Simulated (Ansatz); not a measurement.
# La2S2ClF: complex band structure, part 2 of 3

A new crystal, La2S2ClF: structure, gap and complex bands. It is built by putting Cl for part of the F in the LaSF structure of space group P4/nmm, with the volume rescaled by atomic radii. The parent structure comes from the Materials Project.

Ansatz 0.2.0; PBE DFT, plane waves, PAW files (the session's first sound run).

So far, gap on path (eV): step 3 (band edges) 1.19.

The structure was built from a prototype and need not be the compound's stable phase.

## Step 4: Complex bands, plane (001), k-mesh 6×6×4

This step: PBE DFT, plane waves, PAW files; complex bands by layer matching along the plane's normal (Ansatz 0.2.0).

The same crystal is laid in a cell whose first two vectors span the (001) plane (indices of the standard conventional cell, whose axes can be ordered otherwise than in the bulk input). At fixed energy and wavevector in the plane the solver finds all kz, real and complex. A few wavevectors are listed, (0, 0) and (0.5, 0) in units of the plane's reciprocal vectors; the slowest state needn't be among them.

input.yaml reads:

```yaml
crystal:
  lattice:
    - [4.166957376, 0.0, 0.0]
    - [0.0, 4.166957376, 0.0]
    - [0.0, 0.0, 7.535530909]
  atoms:
    - { symbol: La, position: [0.0, 0.5, 0.7430917734] }
    - { symbol: La, position: [0.5, 0.0, 0.2569082266] }
    - { symbol: S, position: [0.5, 0.0, 0.6426041501] }
    - { symbol: S, position: [0.0, 0.5, 0.3573958499] }
    - { symbol: Cl, position: [0.5, 0.5, 0.0] }
    - { symbol: F, position: [0.0, 0.0, 0.0] }
kpoints:
  mp_grid: { grid: [6, 6, 4] }
scf:
  occupations: { method: fixed }
hamiltonian:
  xc: pbe
output:
  eigenvalues: true
  transmission:
    leads: [[0, 0]]
    kpoints: [[0.0, 0.0], [0.5, 0.0]]
    e_range: [-1.0, 2.19]
    de: 0.05
```

Started as:

```sh
> ansatz run input.yaml --threads 2 --pin off --max-ram 4096MiB --backend cpu --events-out ev --progress --plain --runs-dir out
```

Numbers of over 12 decimals in the logs are rounded to 6 here.

Output:

```text
[...]
Crystal: 6 atoms, lattice volume = 130.843 Å³
Basis set: ecut = 420 eV, 2521 PW (Γ)
Bands: 30, of which v1, the nominal top of the filled ones, is band 24 counted from 1 (23 counted from 0)
Symmetry: 8 space group operations
[...]
k-points: 30 of 144 (time reversal used)
[...]
SCF iter   1: F=—  HF=-16204.989171 eV  |F-HF|=—  |Δ(HF+E_count)|=         —  Δρ=3.42e-3  dr2=7.19e-3  ethr=1.77e-3  ⟨swp⟩=5.0  Hψ=3654  notcnv=0  defer=65
[...]
SCF iter   7: F=-16204.994993 eV  HF=-16204.994993 eV  |F-HF|=4.49e-9  |Δ(HF+E_count)|=   8.49e-8  Δρ=2.45e-6  dr2=1.04e-8  ethr=2.08e-10  ⟨swp⟩=11.5  Hψ=3838  notcnv=0
SCF 1 converged in 7 iterations: F = -16204.994993 eV  dr2 = 1.04e-8
[...]
transmission: 10 of 20 steps passed
transmission: 20 of 20 steps passed
SCF converged after 7 iterations
Free energy (F): -16204.994993 eV
[...]
Internal energy: -16204.994993 eV  (E = F + TS)
E sigma→0 (E₀):  -16204.994993 eV
Fermi energy:    8.360688 eV
[...]
--- Band table (eV; the first three rows and the last of 30) ---
  k-point 0: bands = [... 20 lower, 6.9601, 8.0863, 8.0863, 8.3607, 9.5475, 10.9852, 11.2944, 11.2944, ... 2 higher]
  k-point 1: bands = [... 20 lower, 7.0736, 8.0322, 8.0322, 8.0345, 9.7293, 10.7431, 11.3044, 11.3044, ... 2 higher]
  k-point 2: bands = [... 20 lower, 7.1936, 7.6548, 7.9636, 7.9636, 10.1877, 10.2267, 11.3156, 11.3162, ... 2 higher]
  k-point 29: bands = [... 20 lower, 7.5331, 7.5331, 7.6712, 7.7335, 11.1836, 11.2275, 11.2984, 11.3307, ... 2 higher]
--- Transmission ---
  basis      : 145 plane waves across, 10 finite elements along
  points     : 2, as listed
  energies   : 64 from -1.000000 to 2.150000 eV about the Fermi level, 0.050000 eV apart; the leads are filled to 0.593399 eV, and channels, transmission and decay are at 0.600000 eV
  crystal 0  : S2La2Cl1F1, at the sites [0, 0], period 7.5355 Å: whole cells are its period
    offset         : up to 0.0000 Å between an atom of the period and one for which it stands
    channels       : 0.000000e0 a spin
    conductance    : none, the energies end too early or step too widely for 300 K: set another output.transmission.e_range or a lower de, or, where they end at an eighth of basis.ecutwfc, a higher one
    slowest decay  : 0.2293 /Å at (0.0000, 0.0000)
```

The job ended after 18 s (2 threads of Arm Neoverse V2, shared host; peak memory 0.58 GiB).

This step gave:

```yaml
level_to_which_the_leads_are_filled: 0.5934 eV from the Fermi level
decay_constant_at_the_filling_level_zone_centre: 0.2293 Å⁻¹
decay_constant_at_the_filling_level_slowest_listed_point: 0.2293 Å⁻¹
```

K parallel (0, 0); values up to 1.5 1/Å, a degenerate pair printed once or twice; energies at which all values exceed this have no row. Im kz of the slowest decaying states against energy, zero at the highest filled level on the SCF mesh:

```
energy (eV)  decay 1 (Å⁻¹)  decay 2 (Å⁻¹)  decay 3 (Å⁻¹)  decay 4 (Å⁻¹)
      -1.00          0.135          0.185          0.534          0.565
      -0.85          0.101          0.223          0.543          0.700
      -0.70          0.230          0.536          0.687           1.11
      -0.55          0.202          0.527          0.672           1.10
      -0.35          0.514          0.647           1.08           1.35
      -0.20          0.223          0.503          0.621           1.07
      -0.05          0.381          0.491          0.580           1.05
       0.00        0.00349          0.430          0.486          0.555
       0.10          0.103          0.477          0.512           1.04
       0.25          0.158          0.462          0.534           1.02
       0.40          0.194          0.429          0.459          0.551
       0.60          0.229          0.362          0.473          0.566
       0.75          0.249          0.313          0.473          0.575
       0.90          0.253          0.267          0.472          0.581
       1.05          0.177          0.280          0.469          0.586
       1.20          0.292          0.466          0.589          0.928
       1.35          0.301          0.461          0.591          0.912
       1.50          0.310          0.455          0.591          0.896
       1.70          0.318          0.447          0.589          0.874
       1.85         0.0071          0.324          0.439          0.586
       2.00          0.328          0.430          0.581          0.843
       2.15          0.332          0.420          0.576          0.829
```

K parallel (0, 0). Table of Re kz of states that move upwards by energy, zero at the highest filled level on the SCF mesh:

```
energy (eV)  channel 1 (Å⁻¹)  channel 2 (Å⁻¹)  channel 3 (Å⁻¹)
      -1.00                -                -                -
      -0.90                -                -                -
      -0.80                -                -                -
      -0.65           -0.348                -                -
      -0.55           -0.297                -                -
      -0.45           -0.256                -                -
      -0.35           -0.255           -0.255           -0.218
      -0.25           -0.178                -                -
      -0.15           -0.134                -                -
       0.00                -                -                -
       0.10                -                -                -
       0.20                -                -                -
       0.30                -                -                -
       0.40                -                -                -
       0.50                -                -                -
       0.65                -                -                -
       0.75                -                -                -
       0.85                -                -                -
       0.95                -                -                -
       1.05                -                -                -
       1.15                -                -                -
       1.30            0.164                -                -
       1.40            0.226                -                -
       1.50            0.277                -                -
       1.60            0.321                -                -
       1.70            0.362                -                -
       1.80            0.401                -                -
       1.95           -0.379                -                -
       2.05           -0.342                -                -
       2.15           -0.305                -                -
```

K parallel (0.5, 0); values up to 1.5 1/Å, a degenerate pair printed once or twice; energies at which all values exceed this have no row. Im kz of the slowest decaying states against energy, zero at the highest filled level on the SCF mesh:

```
energy (eV)  decay 1 (Å⁻¹)  decay 2 (Å⁻¹)  decay 3 (Å⁻¹)  decay 4 (Å⁻¹)
      -1.00          0.370          0.514          0.574          0.892
      -0.85          0.395          0.539          0.587          0.880
      -0.70         0.0240          0.205          0.414          0.559
      -0.55          0.159          0.325          0.429          0.576
      -0.35          0.228          0.444          0.494          0.593
      -0.20          0.263          0.453          0.498          0.604
      -0.05          0.290          0.460          0.500          0.613
       0.00          0.298          0.462          0.501          0.616
       0.10          0.313          0.465          0.502          0.620
       0.25          0.332          0.469          0.503          0.626
       0.40          0.348          0.471          0.503          0.631
       0.60          0.366          0.472          0.502          0.631
       0.75          0.377          0.472          0.500          0.629
       0.90          0.387          0.471          0.498          0.627
       1.05          0.396          0.468          0.496          0.624
       1.20          0.404          0.465          0.492          0.619
       1.35          0.410          0.461          0.489          0.614
       1.50          0.416          0.456          0.484          0.607
       1.70          0.422          0.447          0.478          0.595
       1.85          0.425          0.440          0.472          0.585
       2.00          0.427          0.431          0.466          0.572
       2.15          0.421          0.428          0.460          0.557
```

At the listed wavevectors the last open channel is at -0.05 eV and the next at +1.20 eV on the grid. At +0.60 eV, the grid energy nearest the filling level (the middle of the gap on the SCF mesh), the slowest state at the listed wavevectors decays with κ = 0.229 Å⁻¹, its amplitude falling by e over 4.4 Å. Through 1 nm of this crystal that state's transmission falls by exp(−2 × 0.229 Å⁻¹ × 10 Å) = 0.010.

## Step 5: Decay over the two-dimensional zone

The listed points could miss the slowest state, so one energy near mid-gap is solved on a mesh of 8×8.

input.yaml: that of step 4 with these lines changed.

```diff
@@ -20,6 +20,2 @@
   eigenvalues: true
-  transmission:
-    leads: [[0, 0]]
-    kpoints: [[0.0, 0.0], [0.5, 0.0]]
-    e_range: [-1.0, 2.19]
-    de: 0.05
+  transmission: { leads: [[0, 0]], kmesh: [8, 8], e_range: [0.59, 0.6], de: 0.05 }
```

Output:

```text
[...]
Crystal: 6 atoms, lattice volume = 130.843 Å³
Basis set: ecut = 420 eV, 2521 PW (Γ)
Bands: 30, of which v1, the nominal top of the filled ones, is band 24 counted from 1 (23 counted from 0)
Symmetry: 8 space group operations
[...]
k-points: 30 of 144 (time reversal used)
[...]
SCF iter   1: F=—  HF=-16204.989171 eV  |F-HF|=—  |Δ(HF+E_count)|=         —  Δρ=3.42e-3  dr2=7.19e-3  ethr=1.77e-3  ⟨swp⟩=5.0  Hψ=3654  notcnv=0  defer=65
[...]
SCF iter   7: F=-16204.994993 eV  HF=-16204.994993 eV  |F-HF|=4.49e-9  |Δ(HF+E_count)|=   8.49e-8  Δρ=2.45e-6  dr2=1.04e-8  ethr=2.08e-10  ⟨swp⟩=11.5  Hψ=3838  notcnv=0
SCF 1 converged in 7 iterations: F = -16204.994993 eV  dr2 = 1.04e-8
[...]
transmission: 40 of 250 steps passed
transmission: 80 of 250 steps passed
[...]
transmission: 250 of 250 steps passed
SCF converged after 7 iterations
Free energy (F): -16204.994993 eV
[...]
Internal energy: -16204.994993 eV  (E = F + TS)
E sigma→0 (E₀):  -16204.994993 eV
Fermi energy:    8.360688 eV
[...]
--- Band table (eV; the first three rows and the last of 30) ---
  k-point 0: bands = [... 20 lower, 6.9601, 8.0863, 8.0863, 8.3607, 9.5475, 10.9852, 11.2944, 11.2944, ... 2 higher]
  k-point 1: bands = [... 20 lower, 7.0736, 8.0322, 8.0322, 8.0345, 9.7293, 10.7431, 11.3044, 11.3044, ... 2 higher]
  k-point 2: bands = [... 20 lower, 7.1936, 7.6548, 7.9636, 7.9636, 10.1877, 10.2267, 11.3156, 11.3162, ... 2 higher]
  k-point 29: bands = [... 20 lower, 7.5331, 7.5331, 7.6712, 7.7335, 11.1836, 11.2275, 11.2984, 11.3307, ... 2 higher]
--- Transmission ---
  basis      : 145 plane waves across, 10 finite elements along
  points     : 25, standing for a mesh of 8 x 8
  energies   : 1 from 0.590000 to 0.590000 eV about the Fermi level; the leads are filled to 0.593399 eV, and channels, transmission and decay are at 0.590000 eV
[...]
channels       : 0.000000e0 a spin
    conductance    : none, crystal 0 has no channel at the energies, or these end too early or step too widely for 300 K: set another output.transmission.e_range or a lower de, or, where they end at an eighth of basis.ecutwfc, a higher one
    slowest decay  : 0.2278 /Å at (0.0000, 0.0000)
```

Elapsed: 22 s, on 2 threads; peak memory 0.61 GiB; 43 s of CPU time.

Numbers from this step:

| Property | Result |
| --- | --- |
| least decay constant on the mesh | 0.2278 Å⁻¹ |

Slowest decay constant (1/Å; 0 where a channel is open) over k1 and k2. At 0.5900 eV from the Fermi level.

Ten even steps from '_' (0.228) to '@' (0.426):
```
++**%%@@%%@@%%**
**%%%%@@@@@@%%%%
**@@@@--::--@@@@
**%%@@::__::@@%%
**@@@@--::--@@@@
**%%%%@@@@@@%%%%
++**%%@@%%@@%%**
++++**********++
```
Columns: k1 (b1) from -0.5 to 0.375; rows upwards: k2 (b2) from -0.5 to 0.375.

The least value on the mesh is 0.228 Å⁻¹ at +0.59 eV. At that energy the listed points give about 0.228 Å⁻¹ by interpolation, so the mesh holds no clearly slower state.

[end of part 2 of 3]

[Logs are printed without paths, hosts, clocks, repeated set-up lines and the standing remarks that a program may print on its own settings, such as how far it seeks lower states.]

[Hosts, paths, dates, database ids (printed as entryN), source tags and the programs' standing remarks are cut or masked in the printed files.]

[New means built here by substitution; the compound itself may be known and measured.]
